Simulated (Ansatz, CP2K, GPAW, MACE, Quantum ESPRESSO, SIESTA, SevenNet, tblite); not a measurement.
**A faulty CP2K run on twisted graphene double bilayer, 27.80° (104 atoms)**

Program: CP2K 2026.2, a calculation on a cell of 104 C, with vacuum.

File input.inp:

```
&GLOBAL
  PROJECT cell
  RUN_TYPE ENERGY_FORCE
  PRINT_LEVEL LOW
&END GLOBAL
&FORCE_EVAL
  METHOD QS
  &DFT
    BASIS_SET_FILE_NAME BASIS_MOLOPT
    POTENTIAL_FILE_NAME GTH_POTENTIALS
    &MGRID
      CUTOFF 450
      REL_CUTOFF 50
    &END MGRID
    &QS
      EPS_DEFAULT 1.0E-12
    &END QS
    &SCF
      SCF_GUESS ATOMIC
      EPS_SCF 1.0E-06
      MAX_SCF 60
      ADDED_MOS 46
      &DIAGONALIZATION
        ALGORITHM STANDARD
      &END DIAGONALIZATION
      &SMEAR ON
        METHOD FERMI_DIRAC
        ELECTRONIC_TEMPERATURE [K] 580
      &END SMEAR
      &MIXING
        METHOD BROYDEN_MIXING
        ALPHA 0.15
        NBROYDEN 8
      &END MIXING
      &PRINT
        &RESTART OFF
        &END RESTART
      &END PRINT
    &END SCF
    &XC
      &XC_FUNCTIONAL B3-LYP
      &END XC_FUNCTIONAL
    &END XC
    &PRINT
      &MULLIKEN ON
      &END MULLIKEN
      &HIRSHFELD ON
        SHAPE_FUNCTION DENSITY
      &END HIRSHFELD
      &MO ON
        EIGENVALUES T
        OCCUPATION_NUMBERS T
        MO_INDEX_RANGE 197 220
        &EACH
          QS_SCF 0
        &END EACH
        ADD_LAST NUMERIC
      &END MO
    &END PRINT
  &END DFT
  &SUBSYS
    &CELL
      A 8.86970 0.00000 0.00000
      B -4.43485 7.68139 0.00000
      C 0.00000 0.00000 24.18000
    &END CELL
    &TOPOLOGY
      COORD_FILE_NAME structure.xyz
      COORD_FILE_FORMAT XYZ
    &END TOPOLOGY
    &KIND C
      BASIS_SET DZVP-MOLOPT-SR-GTH-q4
      POTENTIAL GTH-PBE-q4
    &END KIND
  &END SUBSYS
  &PRINT
    &FORCES ON
    &END FORCES
  &END PRINT
&END FORCE_EVAL
```

File structure.xyz:

```xyz
104

C 0.27567 1.43780 7.02598
C 1.33799 0.43707 7.02792
C -0.36574 3.62339 7.05476
C 0.69632 2.76015 6.93990
C -1.01190 6.20265 7.06757
C -0.03038 5.06042 7.08740
C 2.74318 0.80232 7.04629
C -0.63214 7.60442 7.07072
C 2.08269 3.17426 6.96577
C 2.97015 2.13504 6.94764
[... 90 atom lines left out ...]
C 5.75142 2.13750 17.11823
C 5.43141 3.52353 17.15644
C 4.09545 3.90668 17.15402
C 3.78705 5.37398 17.20020
```

Launch:

```console
> OMP_NUM_THREADS=1 mpirun -np 4 cp2k.psmp -i input.inp > output.txt
```

The program printed:

```text
*   ___                                                                       *
 *  /   \                                                                      *
 * [ABORT]                                                                     *
 *  \___/                  invalid value for enumeration:B3-LYP                *
 *    |                                                                        *
 *  O/|                                                                        *
 * /| |                                                                        *
```

Elapsed: 0.69 s, on 4 MPI ranks of Arm Neoverse V2, shared host; peak memory 0.57 GiB.

Banners, paths, timers and routine set-up lines are dropped from the logs unmarked, and long logs keep their key lines alone; longer cuts are marked.

**Question.** Which part of the input is at fault, and how is it mended?

An unknown functional: functional b3-lyp. The sound run has functional pbe.

The program stopped at the start.

[Also dropped from logs without a mark: logging warnings of Python, and SIESTA's first energy breakdown and zero terms.]

[Logs are printed without paths, hosts, clocks, repeated set-up lines and the standing remarks that a program may print on its own settings, such as how far it seeks lower states.]

[Hosts, paths, dates, database ids (printed as entryN), source tags and the programs' standing remarks are cut or masked in the printed files.]
